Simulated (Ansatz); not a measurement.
# SiH2Rh: relaxing a made-up structure, part 2 of 2

Starting from a made-up structure for SiH2Rh, the aim is the relaxed cell, its shortest contacts and, where a second run follows, its electronic structure.

Ansatz 0.2.0; DFT, PBE, plane-wave PAW, files of the set soft_1, scalar-relativistic, no spin, cell and ions relaxed at zero pressure; PAW set soft_1 (the session's first sound run).

So far: Set-up; Relaxation of the guess.

## (3) Bands of the relaxed cell

With the geometry fixed, one more self-consistent run, with a narrower smearing and the mesh shown in its input, gives the bands, and its pressure, and its forces where symmetry allows any, show how far the geometry depends on these settings.

This step: DFT, PBE, plane-wave PAW, files of the set soft_1, scalar-relativistic, no spin, bands and density of states at the relaxed cell; PAW set soft_1 (Ansatz 0.2.0).

The input, input.yaml:

```yaml
crystal:
  lattice:
    - [3.7736386521, 0.0, -0.6933290636]
    - [0.0, 2.7711919049, 0.0]
    - [-1.1690201013, 0.0, 6.9660705566]
  atoms:
    - { symbol: Rh, position: [0.8060268548, 0.0, 0.1977388066] }
    - { symbol: Rh, position: [0.1939731452, 0.0, 0.8022611934] }
    - { symbol: Si, position: [0.3722310211, 0.5, 0.3130084534] }
    - { symbol: Si, position: [0.6277689789, 0.5, 0.6869915466] }
    - { symbol: H, position: [0.5, 0.0, 0.5] }
    - { symbol: H, position: [0.5, 0.5, 0.0] }
    - { symbol: H, position: [0.0, 0.0, 0.5] }
    - { symbol: H, position: [0.0, 0.0, 0.0] }
kpoints:
  mp_grid: { grid: [8, 12, 6] }
  band_path:
    path:
      - [[0.0, 0.0, 0.0], [0.0, 0.0, -0.5], [-0.46099032, 0.0, -0.21061029], [-0.5, 0.0, 0.0], [-0.5, -0.5, 0.0], [-0.53900968, -0.5, 0.21061029], [-0.5, -0.5, 0.5], [-0.5, 0.0, 0.5], [-0.53900968, 0.0, 0.21061029]]
      - [[-0.46099032, -0.5, -0.21061029], [0.0, -0.5, -0.5], [0.0, -0.5, 0.0]]
      - [[0.0, 0.0, -0.5], [0.0, -0.5, -0.5]]
    npoints: 7
scf:
  occupations: { method: fermi_dirac, width: 0.03 }
  n_extra_bands: 12
hamiltonian:
  xc: pbe
  pseudopotentials: { kind: paw, azcp: { folder: soft_1 } }
output:
  forces: true
  stress: true
  write_bands: true
  dos: { projected: true }
  write_density: true
  write_potential: true
  elf: true
  volumetric_format: npy
```

Launch:

```console
$ ansatz run input.yaml --threads 4 --pin off --max-ram 10240MiB --backend cpu --events-out ev --progress --plain --runs-dir out
```

Numbers of over 12 decimals in the logs are rounded to 6 here.

The program printed:

```text
[...]
Crystal: 8 atoms, lattice volume = 70.601 Å³
Basis set: ecut = 420 eV, 1383 PW (Γ), exchange–correlation on 54×40×96 points (8 copies of the dense FFT grid, shifted against one another)
Bands: 35, of which v1, the nominal top of the filled ones, is band 23 counted from 1 (22 counted from 0)
Symmetry: 4 space group operations
[...]
k-points: 182 of 576
[...]
SCF iter   1: F=—  HF=-14143.222552 eV  |F-HF|=—  |Δ(HF+E_count)|=         —  Δρ=1.31e-1  dr2=1.95e1  ethr=3.10e-3  ⟨swp⟩=6.0  Hψ=29040  notcnv=0  defer=86
[...]
SCF iter   9: F=-14140.299433 eV  HF=-14140.299433 eV  |F-HF|=1.22e-9  |Δ(HF+E_count)|=  9.31e-10  Δρ=2.67e-6  dr2=4.68e-9  ethr=2.17e-10  ⟨swp⟩=14.4  Hψ=42649  notcnv=0
SCF 1 converged in 9 iterations: F = -14140.299433 eV  dr2 = 4.68e-9
[...]
NSCF: frozen V_eff on 80 k-points
SCF converged after 9 iterations
Free energy (F): -14140.299433 eV
[...]
Internal energy: -14140.292178 eV  (E = F + TS)
E sigma→0 (E₀):  -14140.295805 eV
Entropy (-TS):   -0.007255 eV (-0.907 meV/atom)
Fermi energy:    13.300891 eV
[...]
--- Forces (eV/Å), atoms counted from 1 ---
  atom   1  Rh    -0.00978677    -0.00000000    -0.01575617
  atom   2  Rh     0.00978677     0.00000000     0.01575617
  atom   3  Si     0.04702368    -0.00000000     0.18233784
  atom   4  Si    -0.04702368     0.00000000    -0.18233784
  atom   5  H      0.00000000     0.00000000     0.00000000
  atom   6  H      0.00000000     0.00000000     0.00000000
  atom   7  H      0.00000000     0.00000000    -0.00000000
  atom   8  H      0.00000000     0.00000000    -0.00000000
  max |Σ_I F_I| component: 2.78e-17 eV/Å
--- Stress (GPa, compression-positive) ---
        0.225193      -0.000000      -0.166459
       -0.000000       0.706042      -0.000000
       -0.166457      -0.000000      -0.654165
  P = ⅓ Tr σ = 0.0924 GPa (0.924 kbar)
--- Band table (eV; the first three rows and the last of 182) ---
  k-point 0: bands = [... 19 lower, 11.6349, 11.8061, 12.2576, 12.2929, 13.8384, 16.2217, 16.7748, 18.4319, ... 8 higher]
  k-point 1: bands = [... 19 lower, 11.6375, 11.8199, 11.9716, 12.2349, 14.0411, 15.7824, 17.5517, 18.4988, ... 8 higher]
  k-point 2: bands = [... 19 lower, 11.5083, 11.6425, 11.8544, 12.1831, 14.3367, 15.4446, 17.7634, 18.6541, ... 8 higher]
  k-point 181: bands = [... 19 lower, 11.2705, 11.6922, 12.5543, 13.4053, 13.5014, 13.8873, 14.9268, 16.5095, ... 8 higher]
```

Wall time 9.6 s (4 threads of AMD EPYC 7R13 (Zen 3), shared host); peak memory 0.68 GiB.

Numbers from this step:

```yaml
free_energy: -14140.2994 eV
energy_at_zero_smearing: -14140.2958 eV
smearing_term_ts: 0.007255 eV
fermi_energy: 13.30 eV
pressure: 0.09236 GPa
```

From bands.tsv, the bands that come nearest the Fermi level along the path, at its corners, in eV from the Fermi level:

```tsv
point	band 20	band 21	band 22	band 23	band 24	band 25	band 26	band 27
Γ	-1.67	-1.49	-1.04	-1.01	0.54	2.92	3.47	5.13
Y	-1.78	-1.66	-1.42	-1.15	1.12	2.08	4.22	5.45
H	-2.09	-1.55	-1.34	-1.09	-0.09	1.54	4.34	5.34
C	-2.10	-1.66	-1.32	-1.11	0.32	1.41	3.99	5.51
E	-2.08	-1.86	-1.33	-0.60	0.88	1.09	1.76	3.46
M1	-2.20	-1.87	-0.83	-0.39	0.45	1.24	1.73	3.20
A	-2.03	-1.61	-0.75	0.10	0.20	0.59	1.63	3.21
X	-2.14	-1.38	-1.29	-1.05	-0.76	2.38	3.79	5.09
H1	-2.09	-1.55	-1.34	-1.09	-0.09	1.54	4.34	5.34
M	-2.20	-1.87	-0.83	-0.39	0.45	1.24	1.73	3.20
D	-2.15	-1.23	-0.88	0.12	1.43	1.69	2.76	4.18
Z	-2.11	-1.38	-1.21	0.60	1.22	1.85	3.12	4.13
Y	-1.78	-1.66	-1.42	-1.15	1.12	2.08	4.22	5.45
D	-2.15	-1.23	-0.88	0.12	1.43	1.69	2.76	4.18
```

Counts of states for the cell as run, both spins, by energy window (eV from the Fermi level):

```csv
from,to,total
-8,-7,1.82
-7,-6,1.84
-6,-5,2.94
-5,-4,3.75
-4,-3,4.02
-3,-2,5.51
-2,-1,4.42
-1,0,2.07
0,1,1.56
1,2,2.00
2,3,1.80
3,4,2.08
4,5,2.63
5,6,2.27
```

Below -8 eV lie 19.6 more states.

Force by atom:

```csv
atom,x (eV/Å),y (eV/Å),z (eV/Å),size
Rh1,-0.010,0.000,-0.016,0.019
Rh2,0.010,0.000,0.016,0.019
Si3,0.047,0.000,0.182,0.188
Si4,-0.047,0.000,-0.182,0.188
H5,0.000,0.000,0.000,0.000
H6,0.000,0.000,0.000,0.000
H7,0.000,0.000,0.000,0.000
H8,0.000,0.000,0.000,0.000
```

Valence density in the ac plane at fractional y = 0.000, with atoms of Rh and H within 0.2 Å of it. It is the smooth field of the valence electrons, not physical close to the nuclei.

Values in e/Å³, 24 rows by 14 columns, each cell a mean:
```
 1  1  1  1  1  0  0  0  0  0  0  0  0  1
 1  1  1  2  2  1  1  0  0  0  0  0  0  1
 1  2  5  7  6  3  1  0  0  0  0  0  0  0
 2  5 10 11  9  4  1  0  0  0  0  0  0  0
 4  9 13 13  9  4  1  0  0  0  0  0  0  1
 4  8 11 10  6  2  1  0  0  0  0  0  0  1
 2  4  5  4  2  1  0  0  0  0  0  0  0  1
 1  2  2  1  1  0  0  0  0  0  0  0  0  1
 0  1  0  0  0  0  0  0  0  0  0  0  0  0
 0  0  0  0  0  0  0  0  0  0  0  0  0  0
 1  1  0  0  0  0  1  1  1  0  0  0  0  0
 1  1  0  0  0  0  1  2  1  0  0  0  0  1
 1  0  0  0  0  0  1  1  1  0  0  0  0  1
 0  0  0  0  0  0  1  0  0  0  0  0  0  1
 0  0  0  0  0  0  0  0  0  0  0  0  0  0
 1  0  0  0  0  0  0  0  0  0  0  1  1  1
 1  1  0  0  0  0  0  0  0  1  2  3  4  3
 2  1  0  0  0  0  0  0  1  2  5  8  8  6
 2  1  0  0  0  0  0  0  1  5 10 13 12  8
 1  1  0  0  0  0  0  1  2  6 11 13 10  6
 1  0  0  0  0  0  0  1  2  5  7  8  5  2
 1  0  0  0  0  0  0  0  1  2  3  3  2  1
 1  1  0  0  0  0  0  0  0  1  1  1  1  1
 2  1  0  0  0  0  0  0  0  0  0  0  1  1
```
Columns run along a (3.8 Å), rows up along c (7.1 Å). Atoms in or near the plane, at fractional coordinates: Rh at (0.81, 0.20), Rh at (0.19, 0.80), H at (0.50, 0.50), H at (0.00, 0.50), H at (0.00, 0.00).

Electrostatic potential energy in the ac plane at fractional y = 0.000, with atoms of Rh and H within 0.2 Å of it. With pseudopotentials it is smooth inside the atoms' cores, unlike the true potential.

Ten even steps from '0' (-62 eV) to '9' (16 eV), each cell a mean:
```
68988899999986
88765789999998
85212479999999
52000369999999
30000379999997
30002589999997
43236899999998
76678999999998
99999999999999
99999999999999
67999986799998
46999864699996
68999866899986
99999988999998
99999999999999
89999999999877
68999999986434
58999999852101
58999999730001
68999998520002
89999998621125
99999999754468
67999999988888
46999999999986
```
Columns run along a (3.8 Å; values clipped at the 3rd and 97th percentile), rows up along c (7.1 Å). Atoms in or near the plane, at fractional coordinates: Rh at (0.81, 0.20), Rh at (0.19, 0.80), H at (0.50, 0.50), H at (0.00, 0.50), H at (0.00, 0.00).

ELF in the ac plane at fractional y = 0.000, with atoms of Rh and H within 0.2 Å of it. It is the smooth field of the valence electrons, not physical close to the nuclei.

Ten even steps from '0' (1.34 × 1e-1) to '9' (9.93 × 1e-1), each cell a mean:
```
96211000000389
52233210000367
13555420000122
35666531000111
46776421111112
56665312222212
34542113333212
22211122322211
12110112321111
55410025531013
99610279850048
99600599940179
98301699720289
74101576300267
21111332100122
11112222110122
21223332112444
32223332134665
41122221256766
21111111356765
11100001356553
35410000234422
99620000011136
99620001000269
```
Columns run along a (3.8 Å), rows up along c (7.1 Å). Atoms in or near the plane, at fractional coordinates: Rh at (0.81, 0.20), Rh at (0.19, 0.80), H at (0.50, 0.50), H at (0.00, 0.50), H at (0.00, 0.00).

## (4) Results

```yaml
space_group_relaxed: P2/m
conventional_cell: a = 3.837, b = 2.771, c = 6.792 Å; α = 90.0°, β = 102.1°, γ = 90.0°
volume_per_atom: 8.83 Å³ (guess 7.56)
```

What this shows: SiH2Rh relaxes to P2/m with a = 3.837, b = 2.771 and c = 6.792 Å. The guessed volume was 14 % too small. The space group P2/m was held in the relaxation, so the end point is a stationary structure within it and may be a saddle against distortions or other arrangements. Bands cross the Fermi level, so it is a metal or semimetal at this level. On the 8×12×6 mesh with the narrower smearing (relaxed on 6×9×6) the largest force component is 0.182 eV/Å and the largest stress component is 0.706 GPa, against the relaxation's thresholds of 0.015 eV/Å and 0.05 GPa. The cutoff wasn't tested. A vector of the cell changed its length by 50 %, so the starting arrangement is largely lost and the mesh was laid for another shape. No dispersion term is used, so weakly bound directions may come out too long. The runs have no spin, and magnetism wasn't tested. Nothing here tests whether the compound is stable against decomposition.

[Logs are printed without paths, hosts, clocks, repeated set-up lines and the standing remarks that a program may print on its own settings, such as how far it seeks lower states.]

[Hosts, paths, dates, database ids (printed as entryN), source tags and the programs' standing remarks are cut or masked in the printed files.]
